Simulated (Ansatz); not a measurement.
# CdF2 (Fm-3m): thermal expansion from first principles

Wanted: α(T), C_P(T) and B(T) of CdF2 in the quasi-harmonic approximation.

Calculated with Ansatz 0.2.0; DFT RPBE, scalar-relativistic, plane waves, PAW.

## (1) The structure

The structure is cubic, space group Fm-3m (No. 225). Conventional cell: a = 5.388 Å, b = 5.388 Å, c = 5.388 Å, α = 90.00°, β = 90.00°, γ = 90.00°. Nearest to Cd lie 8 F at 2.33 Å. Nearest to F lie 4 Cd at 2.33 Å. Farther neighbours and most contacts between anions are not listed.

## (2) A first coarse run

A cheap single point shows whether the cell is a metal or an insulator and how far it is from rest; that sets the k-mesh and the occupations of what follows.

Contents of input.yaml:

```yaml
crystal:
  lattice:
    - [0.0, 2.694, 2.694]
    - [2.694, 0.0, 2.694]
    - [2.694, 2.694, 0.0]
  atoms:
    - { symbol: Cd, position: [0.0, 0.0, 0.0] }
    - { symbol: F, position: [0.25, 0.25, 0.25] }
    - { symbol: F, position: [0.75, 0.75, 0.75] }
kpoints:
  mp_grid: { grid: [6, 6, 6] }
hamiltonian:
  xc: rpbe
scf:
  occupations: { method: gaussian, width: 0.1 }
  lower_state_search: "off"
output:
  forces: true
  stress: true
  eigenvalues: true
```

Launch:

```
ansatz run input.yaml --threads 8 --pin off --max-ram 16384MiB --backend cpu --events-out ev --progress --plain --runs-dir out
```

Numbers of over 12 decimals in the logs are rounded to 6 here.

Output:

```text
Engine: ansatz 0.2.0, aarch64-unknown-linux-gnu
Pseudopotentials: kind: paw
Pseudopotential: Cd, paw, valence charge 20, recommended cutoff 420 eV (normal), Cd.paw.azcp
Pseudopotential: F, paw, valence charge 7, recommended cutoff 420 eV (normal), F.paw.azcp
Functional definition: RPBE
  parameter kappa = 0.804
  parameter beta = 0.066725
  exchange = rpbe_x(kappa = kappa, mu = beta*pi^2/3)
  correlation = pbe_c(beta = beta)
Crystal: 3 atoms, lattice volume = 39.104 Å³
Basis set: ecut = 420 eV, 749 PW (Γ), exchange–correlation on 54×54×54 points (8 copies of the dense FFT grid, shifted against one another)
Bands: 21, of which v1, the nominal top of the filled ones, is band 17 counted from 1 (16 counted from 0)
Symmetry: 48 space group operations
Space group: Fm-3m (ITA 225), of the structure as read, at distance tolerance 3.4e-5 Å
k-points: 16 of 216
Non-local potential: Cd, projectors of the file, l = 0: 3, l = 1: 2, l = 2: 2, l = 3: 1
Non-local potential: F, projectors of the file, l = 0: 2, l = 1: 2, l = 2: 1
PAW form: soft (Blöchl's): semilocal exchange-correlation on the pseudo side does not see the compensation charge
PAW frozen core: Cd, regenerated for the run's functional, and the local potential with it (the file was generated under x = pbe(κ = 0.804, μ = 0.219515), c = pbe(β = 0.066725))
PAW frozen core: F, regenerated for the run's functional, and the local potential with it (the file was generated under x = pbe(κ = 0.804, μ = 0.219515), c = pbe(β = 0.066725))
PAW one-centre angular grid: Cd, 590 points (default); XC on 64 Gauss nodes
PAW one-centre angular grid: F, 110 points (default); XC on 64 Gauss nodes
Initial density: superposition of atomic densities (neutral atoms: chi_scale 0, normalization atom), corrected by the library's trained network
Initial wavefunctions: pseudopotential atomic-orbital guess
Functional: x = rpbe, c = pbe(β = 0.066725)
SCF iter   1: F=—  HF=-9884.431133 eV  |F-HF|=—  |Δ(HF+E_count)|=         —  Δρ=7.08e-3  dr2=1.57e-2  ethr=1.77e-3  ⟨swp⟩=5.2  Hψ=1326  notcnv=0
preconditioner: auto → none  [insulator: Δε(μ)=3.391 eV  Ē_g=16.862 eV  σ=0.100 eV  W_gap=1.00  n_scr=14 (ndim 8)  ℏωp=30.3 eV  f_vac=0.125  D(μ)=0.00/eV (n_scr^D=0)  ε∞_Penn≈4.2]
SCF iter   2: F=—  HF=-9884.428352 eV  |F-HF|=—  |Δ(HF+E_count)|=   2.78e-3  Δρ=3.63e-3  dr2=1.86e-3  ethr=4.61e-5  ⟨swp⟩=2.0  Hψ=697  notcnv=0
SCF iter   3: F=—  HF=-9884.427955 eV  |F-HF|=—  |Δ(HF+E_count)|=   3.97e-4  Δρ=9.78e-4  dr2=2.21e-4  ethr=5.48e-6  ⟨swp⟩=2.0  Hψ=543  notcnv=0
SCF iter   4: F=—  HF=-9884.427997 eV  |F-HF|=—  |Δ(HF+E_count)|=   4.17e-5  Δρ=4.30e-4  dr2=3.25e-5  ethr=6.51e-7  ⟨swp⟩=2.6  Hψ=512  notcnv=0
SCF iter   5: F=—  HF=-9884.428194 eV  |F-HF|=—  |Δ(HF+E_count)|=   1.98e-4  Δρ=3.33e-5  dr2=2.97e-7  ethr=9.55e-8  ⟨swp⟩=2.5  Hψ=540  notcnv=0
SCF iter   6: F=-9884.428195 eV  HF=-9884.428195 eV  |F-HF|=1.11e-8  |Δ(HF+E_count)|=   4.21e-7  Δρ=4.08e-6  dr2=2.54e-9  ethr=2.94e-10  ⟨swp⟩=5.0  Hψ=1369  notcnv=0
SCF 1 converged in 6 iterations: F = -9884.428195 eV  dr2 = 2.54e-9
  greatest PAW one-centre occupation: 1.001 electrons in one spin orbital (limit 2), on the Cd atom at site 0 (counted from 0), in its partial waves of l = 1
SCF converged after 6 iterations
Free energy (F): -9884.428195 eV
Harris-Foulkes:  -9884.428195 eV  (|F-HF|=1.11e-8)
Internal energy: -9884.428195 eV  (E = F + TS)
E sigma→0 (E₀):  -9884.428195 eV
Fermi energy:    8.280388 eV
--- Per-component energies (eV) ---
  E_band       = -474.994017
  E_kinetic    = 920.812411
  E_local      = -4237.587128  (includes V_loc(G=0)·N_el)
  E_nonlocal   = 181.376841
  E_hartree    = 1881.562138
  E_xc         = -337.048766
  E_vxc        = -425.677060  (∫ρ·V_xc dr)
  E_paw        = -4499.533427  (= ΣΔE_a)
  E_vpaw       = -677.046957  (= ΣTr[D̂ρ^β])
  E_aug_tail   = 0.004167  (compensation charges beyond the density's cutoff)
  E_ewald      = -3793.856633
  E_core_change = -0.157798  (= ΣΔE_core)
  E_smearing   = -0.000000  (= −TS)
  E_closure    = 0.000000  (closes the sum)
  Σ components = -9884.428195   (vs F -9884.428195, Δ=0.00e0)
--- Forces (eV/Å), atoms counted from 1 ---
  atom   1  Cd    -0.00000000     0.00000000     0.00000000
  atom   2  F      0.00000000     0.00000000     0.00000000
  atom   3  F     -0.00000000     0.00000000     0.00000000
  max |Σ_I F_I| component: 6.94e-18 eV/Å
--- Stress (GPa, compression-positive) ---
       10.260754       0.000000       0.000000
       -0.000000      10.260754      -0.000000
       -0.000000      -0.000000      10.260754
  P = ⅓ Tr σ = 10.2608 GPa (102.608 kbar)
--- Band table (eV; the first three rows and the last of 16) ---
  k-point 0: bands = [... 13 lower, 5.6740, 6.1266, 6.1266, 6.1266, 9.9376, 19.5638, 19.5638, 19.5638]
  k-point 1: bands = [... 13 lower, 5.4900, 5.9033, 6.1511, 6.1511, 10.8789, 18.4926, 19.9564, 19.9564]
  k-point 2: bands = [... 13 lower, 5.0686, 5.0686, 6.2065, 6.2065, 12.7334, 17.0044, 20.8312, 20.8312]
  k-point 15: bands = [... 13 lower, 4.4612, 5.8102, 6.0635, 6.6157, 14.8421, 17.5195, 18.5999, 19.6696]
```

Run time: 0.81 s. Hardware: 8 threads of Arm Neoverse V2, shared host; peak memory 0.3 GiB; 1.6 s of CPU time.

Reading the cycles: dr2 is the Hartree energy of the density residual (eV), the measure of convergence; HF is the Harris–Foulkes estimate of the energy, which meets the free energy F at convergence.

Numbers from this step:

```
pressure          : 10.26 GPa
gap on the k-mesh : 3.322 eV
volume per atom   : 13.03 Å³/atom
```

The start is under 10 GPa at this level and looks like an insulator or semiconductor on this mesh.

## (3) A loose first relaxation

The start is far from rest, so a relaxation with loose thresholds first brings it near the minimum.

Changes to input.yaml since step 2:

```diff
@@ -20 +20,6 @@
   eigenvalues: true
+relax:
+  adjacent_minimum: "off"
+  f_tol: 0.05
+  max_steps: 80
+  cell: { stress_tol: 0.5 }
```

Output:

```text
[...]
Crystal: 3 atoms, lattice volume = 39.104 Å³
Basis set: ecut = 420 eV, 749 PW (Γ), exchange–correlation on 54×54×54 points (8 copies of the dense FFT grid, shifted against one another)
Bands: 21, of which v1, the nominal top of the filled ones, is band 17 counted from 1 (16 counted from 0)
Symmetry: 48 space group operations
[...]
k-points: 16 of 216
[...]
SCF iter   1: F=—  HF=-9884.431133 eV  |F-HF|=—  |Δ(HF+E_count)|=         —  Δρ=7.08e-3  dr2=1.57e-2  ethr=1.77e-3  ⟨swp⟩=5.2  Hψ=1326  notcnv=0
[...]
SCF iter   6: F=-9884.428195 eV  HF=-9884.428195 eV  |F-HF|=1.11e-8  |Δ(HF+E_count)|=   4.21e-7  Δρ=4.08e-6  dr2=2.54e-9  ethr=2.94e-10  ⟨swp⟩=5.0  Hψ=1369  notcnv=0
SCF 1 converged in 6 iterations: F = -9884.428195 eV  dr2 = 2.54e-9
[...]
relax step   1: F+E_penalty+E_count = -9884.42819474 eV  Δ(F+E_penalty+E_count) = +0.000e0 eV  max|allowed force component| = 6.168e-18 eV/Å  Δτ_max = 0.0000 Å  P = +10.261 GPa  Ω = 39.104 Å³  (6 SCF iters, dr2 threshold 1.00e-7 eV, accepted)
Crystal: 3 atoms, lattice volume = 42.634 Å³
Basis set: ecut = 420 eV, 869 PW (Γ), exchange–correlation on 54×54×54 points (8 copies of the dense FFT grid, shifted against one another)
[...]
iter 1 solved again at ethr=2.26e-4 eV; its pass at ethr=3.10e-3 eV (dr2=7.67e-2 eV) is discarded
[...]
SCF iter   6: F=-9884.526430 eV  HF=-9884.526430 eV  |F-HF|=1.85e-8  |Δ(HF+E_count)|=   6.98e-6  Δρ=9.43e-6  dr2=1.46e-8  ethr=8.82e-10  ⟨swp⟩=3.4  Hψ=1481  notcnv=0
SCF 2 converged in 6 iterations: F = -9884.526430 eV  dr2 = 1.46e-8
relax step   2: F+E_penalty+E_count = -9884.52643033 eV  Δ(F+E_penalty+E_count) = -9.824e-2 eV  max|allowed force component| = 2.043e-17 eV/Å  Δτ_max = 0.0000 Å  P = +0.386 GPa  Ω = 42.634 Å³  energy of the carried Pulay correction = -1.213e-2 eV  (6 SCF iters, dr2 threshold 3.00e-7 eV, accepted)
[...]
SCF iter   6: F=-9884.547227 eV  HF=-9884.547227 eV  |F-HF|=2.44e-10  |Δ(HF+E_count)|=  7.89e-10  Δρ=1.05e-6  dr2=2.78e-10  ethr=8.82e-12  ⟨swp⟩=4.0  Hψ=1088  notcnv=0
SCF 3 converged in 6 iterations: F = -9884.547227 eV  dr2 = 2.78e-10
relax step   3: F+E_penalty+E_count = -9884.54722731 eV  Δ(F+E_penalty+E_count) = -2.080e-2 eV  max|allowed force component| = 2.236e-17 eV/Å  Δτ_max = 0.0000 Å  P = +1.271 GPa  Ω = 42.634 Å³  stress off target by 1.27e0 GPa  SCF on the basis re-selected at this cell (its energy is not comparable with the rows above)  (6 SCF iters)
[...]
relax step   4: F+E_penalty+E_count = -9884.54789151 eV  Δ(F+E_penalty+E_count) = -6.642e-4 eV  max|allowed force component| = 1.619e-17 eV/Å  Δτ_max = 0.0000 Å  P = +0.288 GPa  Ω = 43.133 Å³  energy of the carried Pulay correction = -1.744e-3 eV  (5 SCF iters, dr2 threshold 3.00e-7 eV, accepted)
[...]
SCF iter   5: F=-9884.549964 eV  HF=-9884.549964 eV  |F-HF|=2.69e-9  |Δ(HF+E_count)|=   2.78e-8  Δρ=1.21e-6  dr2=2.56e-10  ethr=8.82e-12  ⟨swp⟩=4.9  Hψ=1276  notcnv=0
SCF 5 converged in 5 iterations: F = -9884.549964 eV  dr2 = 2.56e-10
relax step   5: F+E_penalty+E_count = -9884.54996395 eV  Δ(F+E_penalty+E_count) = -2.072e-3 eV  max|allowed force component| = 1.773e-17 eV/Å  Δτ_max = 0.0000 Å  P = +0.312 GPa  Ω = 43.133 Å³  stress off target by 3.12e-1 GPa  SCF on the basis re-selected at this cell (its energy is not comparable with the rows above)  (5 SCF iters)
[...]
SCF converged after 5 iterations
Free energy (F): -9884.549964 eV
[...]
Internal energy: -9884.549964 eV  (E = F + TS)
E sigma→0 (E₀):  -9884.549964 eV
Fermi energy:    6.714515 eV
[...]
--- Stress (GPa, compression-positive) ---
        0.312306      -0.000000      -0.000000
       -0.000000       0.312306      -0.000000
       -0.000000      -0.000000       0.312306
  P = ⅓ Tr σ = 0.3123 GPa (3.123 kbar)
--- Band table (eV; the first three rows and the last of 16) ---
  k-point 0: bands = [... 13 lower, 4.5027, 4.6359, 4.6359, 4.6359, 8.1919, 17.6795, 17.6795, 17.6795]
  k-point 1: bands = [... 13 lower, 4.2899, 4.5095, 4.7171, 4.7171, 9.0674, 16.6259, 18.0025, 18.0025]
  k-point 2: bands = [... 13 lower, 3.9441, 3.9441, 4.7765, 4.7765, 10.7608, 15.1716, 18.7027, 18.7027]
  k-point 15: bands = [... 13 lower, 3.3787, 4.5296, 4.8457, 5.2288, 12.6334, 15.5137, 16.8799, 17.5055]
--- Relaxed structure (3 steps of the walk, 3 accepted, 2 SCFs on fresh bases) ---
  F+E_penalty+E_count = -9884.54996395 eV   max|allowed force component| = 1.773e-17 eV/Å   (the final SCF, on the basis selected at the relaxed cell)
  cell:  # Å, volume = 43.1326 Å³
    - [0, 2.783505, 2.783505]
    - [2.783505, 0, 2.783505]
    - [2.783505, 2.783505, 0]
  atoms:
    - { symbol: Cd, position: [0, 0, 0] }
    - { symbol: F, position: [0.25, 0.25, 0.25] }
    - { symbol: F, position: [0.75, 0.75, 0.75] }
```

It took 1.2 s on 8 threads; peak memory 0.32 GiB; 5.6 s of CPU time.

The steps of the relaxation:

```csv
step,energy less that of the first step (eV),largest force component (eV/Å),pressure (GPa),volume (Å³)
1,0.0000,0.0000,10.26,39.10
2,-0.0982,0.0000,0.39,42.63
3*,-0.1190,0.0000,1.27,42.63
4,-0.1197,0.0000,0.29,43.13
5*,-0.1218,0.0000,0.31,43.13
```

Relaxation steps marked * repeat the geometry before them on a plane-wave basis chosen anew for their cell, so energy and pressure can jump there.

Forces are held to the 48 operations that the run works with; a distortion that breaks them can't arise in this run.

```csv
"conventional cell, symmetrised",before,after,change
a (Å),5.388,5.567,+3.3 %
b (Å),5.388,5.567,+3.3 %
c (Å),5.388,5.567,+3.3 %
volume (Å³/atom),13.03,14.38,+10.3 %
```

Final coordinates:

```xyz
3
Lattice="0.0000 2.7835 2.7835 2.7835 0.0000 2.7835 2.7835 2.7835 0.0000" Properties=species:S:1:pos:R:3 pbc="T T T"
Cd    0.0000    0.0000    0.0000
F     1.3918    1.3918    1.3918
F     4.1753    4.1753    4.1753
```

Numbers from this step:

```
pressure          : 0.3123 GPa
gap on the k-mesh : 2.963 eV
volume per atom   : 14.38 Å³/atom
```

The relaxation ends with a pressure of 0.31 GPa.

## (4) Finding the static equilibrium

Phonons are second derivatives about a minimum, so cell and atoms are relaxed first, inside the symmetry of the start.

Contents of input.yaml:

```yaml
crystal:
  lattice:
    - [0.0, 2.7835046433, 2.7835046433]
    - [2.7835046433, 0.0, 2.7835046433]
    - [2.7835046433, 2.7835046433, 0.0]
  atoms:
    - { symbol: Cd, position: [0.0, 0.0, 0.0] }
    - { symbol: F, position: [0.25, 0.25, 0.25] }
    - { symbol: F, position: [0.75, 0.75, 0.75] }
kpoints:
  mp_grid: { grid: [8, 8, 8] }
hamiltonian:
  xc: rpbe
scf:
  occupations: { method: gaussian, width: 0.02 }
  lower_state_search: "off"
output:
  forces: true
  stress: true
  eigenvalues: true
relax:
  adjacent_minimum: "off"
  f_tol: 0.005
  max_steps: 80
  cell: { stress_tol: 0.05 }
```

Output:

```text
[...]
Crystal: 3 atoms, lattice volume = 43.133 Å³
Basis set: ecut = 420 eV, 869 PW (Γ), exchange–correlation on 54×54×54 points (8 copies of the dense FFT grid, shifted against one another)
Bands: 21, of which v1, the nominal top of the filled ones, is band 17 counted from 1 (16 counted from 0)
Symmetry: 48 space group operations
[...]
k-points: 29 of 512
[...]
k-point 28: bands = [... 13 lower, 3.8995, 3.8995, 4.7848, 5.1949, 12.5641, 16.3780, 16.3780, 16.7147]
--- Relaxed structure (2 steps of the walk, 2 accepted, 1 SCFs on fresh bases) ---
[...]
cell:  # Å, volume = 43.2960 Å³
    - [0, 2.787016, 2.787016]
    - [2.787016, 0, 2.787016]
    - [2.787016, 2.787016, 0]
  atoms:
    - { symbol: Cd, position: [0, 0, 0] }
    - { symbol: F, position: [0.25, 0.25, 0.25] }
    - { symbol: F, position: [0.750000, 0.750000, 0.750000] }
[key lines of the parts left out:]
SCF converged after 6 iterations
Free energy (F): -9884.550019 eV
Fermi energy:    6.661751 eV
P = ⅓ Tr σ = 0.0118 GPa (0.118 kbar)
```

It took 1 s on 8 threads; peak memory 0.34 GiB.

Step by step:

```csv
step,energy less that of the first step (eV),largest force component (eV/Å),pressure (GPa),volume (Å³)
1,0.0000,0.0000,0.31,43.13
2,0.0004,0.0000,-0.01,43.30
3*,-0.0003,0.0000,0.01,43.30
```

Relaxation steps marked * repeat the geometry before them on a plane-wave basis chosen anew for their cell, so energy and pressure can jump there.

Forces are held to the 48 operations that the run works with; a distortion that breaks them can't arise in this run.

```csv
"conventional cell, symmetrised",before,after,change
a (Å),5.567,5.574,+0.1 %
b (Å),5.567,5.574,+0.1 %
c (Å),5.567,5.574,+0.1 %
volume (Å³/atom),14.38,14.43,+0.4 %
```

The relaxed structure:

```cif
data_structure
_symmetry_space_group_name_H-M 'P 1'
_symmetry_Int_Tables_number 1
_cell_length_a 3.9414
_cell_length_b 3.9414
_cell_length_c 3.9414
_cell_angle_alpha 60.000
_cell_angle_beta 60.000
_cell_angle_gamma 60.000
_cell_volume 43.30
loop_
_atom_site_label
_atom_site_type_symbol
_atom_site_fract_x
_atom_site_fract_y
_atom_site_fract_z
_atom_site_occupancy
Cd1 Cd 0.00000 0.00000 0.00000 1
F2 F 0.25000 0.25000 0.25000 1
F3 F 0.75000 0.75000 0.75000 1
```

This step gave:

```
pressure          : 0.01182 GPa
gap on the k-mesh : 2.933 eV
volume per atom   : 14.43 Å³/atom
```

## (5) Relaxing to small residual forces and stress

The relaxation is repeated with tighter thresholds on force and stress, since phonons are sensitive to what is left; a change of mesh or smearing in the input moves the cell too.

input.yaml, the sections that differ from step 4:

```yaml
crystal:
  lattice:
    - [0.0, 2.7870157629, 2.7870157629]
    - [2.7870157629, 0.0, 2.7870157629]
    - [2.7870157629, 2.7870157629, 0.0]
  atoms:
    - { symbol: Cd, position: [0.0, 0.0, 0.0] }
    - { symbol: F, position: [0.25, 0.25, 0.25] }
    - { symbol: F, position: [0.75, 0.75, 0.75] }
scf:
  occupations: { method: fixed }
  lower_state_search: "off"
relax:
  adjacent_minimum: "off"
  f_tol: 0.001
  max_steps: 60
  cell: { stress_tol: 0.01 }
# kpoints, hamiltonian, output: as in step 4
```

Output:

```text
[...]
Crystal: 3 atoms, lattice volume = 43.296 Å³
Basis set: ecut = 420 eV, 869 PW (Γ), exchange–correlation on 54×54×54 points (8 copies of the dense FFT grid, shifted against one another)
Bands: 21, of which v1, the nominal top of the filled ones, is band 17 counted from 1 (16 counted from 0)
Symmetry: 48 space group operations
[...]
k-points: 29 of 512
[...]
k-point 28: bands = [... 13 lower, 3.8978, 3.8978, 4.7831, 5.1930, 12.5609, 16.3750, 16.3750, 16.7122]
--- Relaxed structure (2 steps of the walk, 2 accepted, 1 SCFs on fresh bases) ---
[...]
cell:  # Å, volume = 43.3025 Å³
    - [0, 2.787154, 2.787154]
    - [2.787154, 0, 2.787154]
    - [2.787154, 2.787154, 0]
  atoms:
    - { symbol: Cd, position: [0, 0, 0] }
    - { symbol: F, position: [0.25, 0.25, 0.25] }
    - { symbol: F, position: [0.750000, 0.750000, 0.750000] }
[key lines of the parts left out:]
SCF converged after 9 iterations
Free energy (F): -9884.549998 eV
Fermi energy:    5.192959 eV
P = ⅓ Tr σ = -0.0000 GPa (-0.000 kbar)
```

Wall time 1 s (8 threads); peak memory 0.34 GiB.

Little changed from the start: no atom moved by 0.005 Å and no cell edge by 0.1 %.

Numbers from this step:

```
pressure : -6.54e-6 GPa
```

The residual pressure is -6.5e-6 GPa, small enough for phonons.

(Part 1 of 3 ends here.)

[Logs are printed without paths, hosts, clocks, repeated set-up lines and the standing remarks that a program may print on its own settings, such as how far it seeks lower states.]

[Hosts, paths, dates, database ids (printed as entryN), source tags and the programs' standing remarks are cut or masked in the printed files.]

[A step with changed settings may run another functional than the one named; its input shows which.]

[Pressures of single members of a volume series are the stress at the run's cutoff; with an incomplete basis they can lie off −dE/dV of the same runs, and they are not shown converged.]
